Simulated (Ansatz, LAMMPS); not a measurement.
# Elastic response of glassy 78SiO2-6Li2O-6CaO-6SrO-3SnO2 (mol %) (92 atoms): runs compared

Aim: relax glassy 78SiO2-6Li2O-6CaO-6SrO-3SnO2 (mol %) (92 atoms), then change its volume and shape to read moduli from the stress.

Computed with Ansatz 0.2.0: Kohn-Sham DFT, PBE, PAW (set soft_2), plane waves.

### Step 1. The cell as built

The cell holds 92 atoms: 25 Si, 4 Li, 2 Ca, 2 Sr, 1 Sn and 58 O. Its edges and angles: a = 10.789 Å, b = 10.789 Å, c = 10.789 Å, α = 90.0°, β = 90.0°, γ = 90.0°. 92 atoms (25 Si, 4 Li, 2 Ca, 2 Sr, 1 Sn, 58 O) placed at random at 2.57 g/cm³, melted at 4000 K for 10 ps at fixed volume with the Morse and Coulomb pair potential with partial charges (Pedone, Malavasi, Menziani, Cormack and Segre, J. Phys. Chem. B 110, 11780 (2006)). Quenched from 4000 K to 300 K at 10 K/ps and fixed volume, held 10 ps at zero pressure.

What the set-up can't give: The quench rate of 10 K/ps far exceeds what a furnace or splat quench reaches, so expect more defects and frozen-in strain than in a real sample. The network of bonds at the start is that of the classical potential that made the cell, and needn't be the one that DFT or experiment would give. Sampling is at Γ alone.

### Step 2. The reference run

The reference is a single point at the end of the relaxation.

Every strained cell starts from the geometry of this run, and its atoms are relaxed with the cell held.

Its input, with most atom lines left out:

```yaml
crystal:
  lattice:
    - [11.05161, -0.02174, 0.0367]
    - [-0.02174, 10.4272, -0.15501]
    - [0.0367, -0.15501, 10.99096]
  atoms:
    - { symbol: Si, position: [0.90722, 0.15817, 0.47929] }
    - { symbol: Si, position: [0.71911, 0.25189, 0.29194] }
    - { symbol: Si, position: [0.56195, 0.18047, 0.07089] }
    - { symbol: Si, position: [0.8536, 0.6759, 0.48224] }
    - { symbol: Si, position: [0.2202, 0.92088, 0.54802] }
    - { symbol: Si, position: [0.31158, 0.11811, 0.20216] }
    - { symbol: Si, position: [0.60417, 0.99365, 0.64306] }
    [... atom lines 8 to 92 left out ...]
kpoints:
  mp_grid: { grid: [1, 1, 1] }
hamiltonian:
  xc: pbe
scf:
  occupations: { method: fixed }
output:
  forces: true
  stress: true
  populations: true
  dos:
    method: { smearing: { sigma: 0.1 } }
    de: 0.1
    projected: { site_lists: { Ca: [Ca], Li: [Li], O: [O], Si: [Si], Sn: [Sn] } }
  eigenvalues: true
  write_density: true
  write_potential: true
  volumetric_format: npy
  elf: true
```

```
free energy per atom   : -722.5464 eV/atom
r.m.s. force component : 0.00995 eV/Å
pressure               : -0.01934 GPa
```

Filled and empty levels are parted by 2.71 eV (at Γ alone); a semilocal functional tends to put such gaps too low. In a disordered cell it changes from sample to sample, and tail or defect levels can set it.

### Step 3. The runs

Each row is one run, on 4 threads of Arm Neoverse N1, shared host. The free energy is the program's total, comparable only between runs with the same functional, potentials and atoms.

```tsv
run	atoms	outcome	ionic steps, all passes	free energy (eV)	time	host memory (GiB)
Single point at the start	92	converged	-	-66465.240	21 s	1.5
Cell and atoms relaxed	92	converged	19	-66474.269	6.2 min	1.5
Single point at the relaxed geometry	92	converged	-	-66474.269	37 s	1.6
Volume -3 %	92	converged	18	-66474.163	7.3 min	1.7
Volume +3 %	92	converged	8	-66474.121	3.3 min	1.7
Volume -6 %	92	converged	17	-66473.633	6.7 min	1.6
Volume +6 %	92	converged	9	-66473.669	3.9 min	1.7
Volume -10 %	92	converged	18	-66472.270	6.9 min	1.6
Stretched by 1 % along x	92	converged	7	-66474.242	2.9 min	1.7
Compressed by 1 % along x	92	converged	5	-66474.230	2.1 min	1.6
Sheared by 2 % in xy	92	converged	7	-66474.225	2.8 min	1.6
```

In some runs the program notes that the SCF threshold is loose for the stress.

### Step 4. Pressure against volume

Atoms are relaxed at each volume, in the scaled cell.

```tsv
volume change (%)	volume (Å³/atom)	energy change (meV/atom)	pressure (GPa)	largest move on relaxing (Å)	bonds	gap (eV)
-10	12.388	21.73	5.67	0.68	145	3.29
-6	12.938	6.92	3.06	0.63	141	3.04
-3	13.351	1.16	1.40	0.58	139	2.89
+0	13.764	0.00	-0.02	-	139	2.71
+3	14.177	1.61	-1.33	0.09	138	2.58
+6	14.590	6.53	-2.45	0.18	138	2.47
```

### Step 5. Uniaxial strain and shear

Stress (GPa, compression positive) less that of the relaxed cell, atoms relaxed:

```tsv
strain	xx	yy	zz	xy	energy change (meV/atom)
stretched by 1 % along x	-0.813	-0.208	-0.199	-0.026	0.29
compressed by 1 % along x	1.001	0.233	0.315	0.032	0.43
sheared by 2 % in xy	0.012	-0.091	0.012	-0.619	0.49
```

### Step 6. Outcome

The bulk modulus, from the slope of pressure against ln V over the three points nearest the relaxed volume, is 45.4 GPa; a quadratic over all points gives a pressure derivative of about 3.6. The count of bonds runs from 138 to 145 over the series, so at some points contacts cross the cutoffs. At -10 %, -6 % and -3 % some atom moved by over 0.5 Å on relaxing, so those points may sit in another local minimum. The curvature of the energy over the same three points gives 35.8 GPa instead, so stress and energy disagree and the modulus is uncertain by that much. The gap goes from 3.29 eV at the smallest volume to 2.47 eV at the largest, -5.1 eV per unit of ln V by a straight line, on the run's k-points. In the Cartesian axes of the cell, finite differences give C11 = 90.7, C12 = 22.0, C13 = 25.7 and C66 = 31.0 GPa (the shear of 2 % is the engineering strain, εxy = 0.01). The mean of C11, C12 and C13, which equals the bulk modulus in a cubic or isotropic solid, is 46.2 GPa: it agrees with the bulk modulus within 10 %. For an isotropic solid C66 would equal (C11 − C12)/2 = 34.3 GPa; so small a sample needn't be isotropic, and C66 rests on one shear. With the bulk modulus and C66 as K and G, Young's modulus would be about 76 GPa and Poisson's ratio 0.22.

**Limits.** Strains are finite and relaxations stop at the force tolerance of the input, which can leave moduli too stiff; they are those of a static cell at zero temperature. Volumes are changed with the cell's shape held, so in an anisotropic solid the modulus lies over the one under free hydrostatic load. The program notes that the SCF threshold of the relaxations is loose for the stress.

The DFT runs together took 43 min of wall time.

[Logs are printed without paths, hosts, clocks, repeated set-up lines and the standing remarks that a program may print on its own settings, such as how far it seeks lower states.]

[Hosts, paths, dates, database ids (printed as entryN), source tags and the programs' standing remarks are cut or masked in the printed files.]
